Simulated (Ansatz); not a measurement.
# Bands, cutoff and cost in G0W0 for NaCl (Halite), part 2 of 2

Aim: see how the G0W0 gap of NaCl (Halite) on PBE moves with empty bands and screening cutoff, and what each rung costs.

Ansatz 0.2.0; G0W0 on PBE, plane waves, PAW. Known limits of the many-body steps: not at the basis limit; coarse k mesh.

So far. Step 4 (288 empty bands, screening to 200 eV): Against the run with 6×6×6 mesh, 133 empty bands, screening to 120 eV, the gap moves by +0.13 eV. Step 5 (Changing the k mesh: 4×4×4 mesh, 133 empty bands …): Against the run with 6×6×6 mesh, 133 empty bands, screening to 120 eV, the gap moves by +0.012 eV.

## (6) Changing the frequency model: 6×6×6 mesh, 133 empty bands, screening to 120 eV, plasmon pole

A plasmon pole stands in for the full frequency dependence of the screening; this run shows what that costs in accuracy.

input.yaml

```yaml
crystal:
  lattice:
    - [0.0, 2.82005, 2.82005]
    - [2.82005, 0.0, 2.82005]
    - [2.82005, 2.82005, 0.0]
  atoms:
    - { symbol: Na, position: [0.0, 0.0, 0.0] }
    - { symbol: Cl, position: [0.5, 0.5, 0.5] }
kpoints:
  mp_grid: { grid: [6, 6, 6] }
hamiltonian:
  xc: pbe
scf:
  occupations: { method: fixed }
gw:
  n_empty_bands: 133
  ecut_chi: 120
  qp_bands: [v2, c2]
  qp_kpoints: band_edges
  screening: { model: godby_needs }
```

Started as:

```
> ansatz run input.yaml --threads 3 --pin off --max-ram 92160MiB --backend cuda --events-out ev --progress --plain --runs-dir out --devices 1 --max-vram 13GiB
```

Numbers of over 12 decimals in the logs are rounded to 6 here.

Log:

```text
GPUs: using 1 of 1 available (devices: 1).
[...]
GPU FFT provider: cuFFT
GPU libraries: cuBLAS 13.8.2, cuFFT 12.4.0, cuSOLVER 12.3.4
Crystal: 2 atoms, lattice volume = 44.854 Å³
Basis set: ecut = 420 eV, 893 PW (Γ)
Bands: 12, of which v1, the nominal top of the filled ones, is band 8 counted from 1 (7 counted from 0)
Symmetry: 48 space group operations
[...]
k-points: 16 of 216
[...]
1    10     11.3796    -3.7310    -3.4443    -8.2883  0.8583    12.5006    12.4926  root
[...]
13     7      0.3627   -20.2042     2.5851   -15.5885  0.8118    -1.6952    -1.6679  root
    13     8      0.6826   -20.5805     2.5350   -16.0803  0.8117    -1.3083    -1.2826  root
    13     9      9.4595    -5.8757    -3.4251   -10.4636  0.8541    10.6302    10.6223  root
    13    10     10.2616    -4.0074    -3.3049    -8.3231  0.8592    11.2785    11.2723  root
[key lines of the parts left out:]
SCF converged after 8 iterations
Free energy (F): -2569.551913 eV
Fermi energy:    1.104588 eV
```

Elapsed: 21 s, on 1 × NVIDIA H100 80GB HBM3 (shared by 6 runs) with 3 threads of AMD EPYC 7R13 (Zen 3), shared host; peak memory 1.3 GiB; 28 s of CPU time.

This step gave:

| Property | Result |
| --- | --- |
| bands summed | 141 |
| plasmon-pole fit frequency | 22.18 eV |
| RPA ε∞ on this mesh (eigenvalues) | 2.338, 2.338, 2.338 |
| plane waves in the screening matrix | 137 |
| G0W0 gap on the mesh | 7.816 eV |
| k of the valence top | 0, 0, 0 |
| k of the conduction bottom | 0, 0, 0 |
| starting gap on the mesh | 5.107 eV |
| least direct G0W0 gap on the computed points | 7.816 eV |

Against the run with 6×6×6 mesh, 133 empty bands, screening to 120 eV, the gap moves by +0.005 eV.

## (7) Changing the files: 6×6×6 mesh, 133 empty bands, screening to 120 eV, hard PAW files

Other atomic data (hard PAW) test the pseudisation: the cutoff goes from 420 to 700 eV, with the same valence electrons.

input.yaml, as its differences from that of step 6:

```diff
@@ -12,2 +12,3 @@
   xc: pbe
+  pseudopotentials: { kind: paw, source: ansatz }
 scf:
@@ -19,2 +20,2 @@
   qp_kpoints: band_edges
-  screening: { model: godby_needs }
+  screening: { model: contour_deformation }
```

Log:

```text
GPUs: using 1 of 1 available (devices: 1).
[...]
GPU FFT provider: cuFFT
GPU libraries: cuBLAS 13.8.2, cuFFT 12.4.0, cuSOLVER 12.3.4
Crystal: 2 atoms, lattice volume = 44.854 Å³
Basis set: ecut = 700 eV, 1917 PW (Γ)
Bands: 12, of which v1, the nominal top of the filled ones, is band 8 counted from 1 (7 counted from 0)
Symmetry: 48 space group operations
[...]
k-points: 16 of 216
[...]
1    10     11.2602    -3.7323    -3.4973    -8.2880  0.8456    12.3300    12.3186  root
[...]
13     7      0.2411   -20.2052     2.6082   -15.5898  0.7968    -1.8188    -1.7661  root
    13     8      0.5607   -20.5786     2.5446   -16.0784  0.7978    -1.4423    -1.3948  root
    13     9      9.3399    -5.8723    -3.4762   -10.4601  0.8444    10.4629    10.4514  root
    13    10     10.1417    -4.0069    -3.3447    -8.3215  0.8486    11.1203    11.1117  root
[key lines of the parts left out:]
SCF converged after 7 iterations
Free energy (F): -2569.420609 eV
Fermi energy:    0.982760 eV
```

Elapsed: 23 s, on 1 × NVIDIA H100 80GB HBM3 (shared by 6 runs) with 3 threads; peak memory 1.2 GiB.

This step gave:

- bands summed: 141
- RPA ε∞ on this mesh (eigenvalues): 2.341, 2.341, 2.341
- plane waves in the screening matrix: 137
- G0W0 gap on the mesh: 7.801 eV
- k of the valence top: 0, 0, 0
- k of the conduction bottom: 0, 0, 0
- starting gap on the mesh: 5.109 eV
- least direct G0W0 gap on the computed points: 7.801 eV

Against the run with 6×6×6 mesh, 133 empty bands, screening to 120 eV, the gap moves by −0.011 eV.

## (8) Side by side

Times are wall times on 1 × NVIDIA H100 80GB HBM3 (shared by 6 runs) with 3 threads of AMD EPYC 7R13 (Zen 3), shared host, good to a factor of about two.

```
 mesh        files            frequency  bands summed  cutoff (eV)  start (eV)  G0W0 (eV)  time  host memory (GiB)
6×6×6  default PAW  contour deformation            55           60       5.107      7.601  13 s               0.99
6×6×6  default PAW  contour deformation           141          120       5.107      7.812  16 s                1.1
6×6×6  default PAW  contour deformation           296          200       5.107      7.946  18 s                1.4
4×4×4  default PAW  contour deformation           141          120       5.106      7.824  13 s                1.0
6×6×6  default PAW         plasmon pole           141          120       5.107      7.816  21 s                1.3
6×6×6     hard PAW  contour deformation           141          120       5.109      7.801  23 s                1.2
```

How the two edges are built up, in eV (the quasiparticle level is the starting level plus Σx plus Σc less Vxc):

```
      run               edge  start      Σx     Σc     Vxc     Z     QP
 55 bands        valence top   1.10  -21.12   2.76  -16.79  0.81  -0.47
 55 bands  conduction bottom   6.21   -5.25  -3.04   -9.22  0.86   7.14
141 bands        valence top   1.10  -21.12   2.46  -16.79  0.80  -0.77
141 bands  conduction bottom   6.21   -5.25  -3.13   -9.22  0.86   7.04
296 bands        valence top   1.10  -21.12   2.25  -16.79  0.80  -0.98
296 bands  conduction bottom   6.21   -5.25  -3.21   -9.22  0.86   6.97
```

## (9) Summary of results

```
55 bands, 60 eV                     : 7.601 eV
141 bands, 120 eV                   : 7.812 eV
296 bands, 200 eV                   : 7.946 eV
estimated limit in bands and cutoff : 8.07 eV
mesh and start                      : 6×6×6, PBE
```

What this shows: A line in one over the bands through the two highest rungs gives 8.07 eV, +0.12 eV from the top rung; the pair below gives 7.95 eV, so the estimate is still climbing. The rungs stand 0.47 eV (55 bands), 0.26 eV (141 bands) and 0.12 eV (296 bands) from it. From 55 to 296 bands the gap moves by +0.35 eV. Σc changes by −0.51 eV at the valence top and −0.17 eV at the conduction bottom, so the valence edge carries most of the change. On the 4×4×4 mesh in place of 6×6×6 the gap differs by +0.01 eV, of which −0.001 eV is already in the start. The plasmon-pole model gives +0.005 eV against contour deformation, 0 % of the correction, and saved no time in this program. Hard PAW files move the gap by −0.01 eV at equal bands and cutoff, +0.001 eV of it in the start.

[Paths, hosts, dates, memory and timing lines, banners, echoed tables and standing remarks are left out of the program output.]

[Logs are printed without paths, hosts, clocks, repeated set-up lines and the standing remarks that a program may print on its own settings, such as how far it seeks lower states.]

[Runs of the session that timed out or met a known fault of the program may be left out.]

[Cells called generated may have been cut or substituted from an entry of the Crystallography Open Database or the Materials Project.]

[Hosts, paths, dates, database ids (printed as entryN), source tags and the programs' standing remarks are cut or masked in the printed files.]
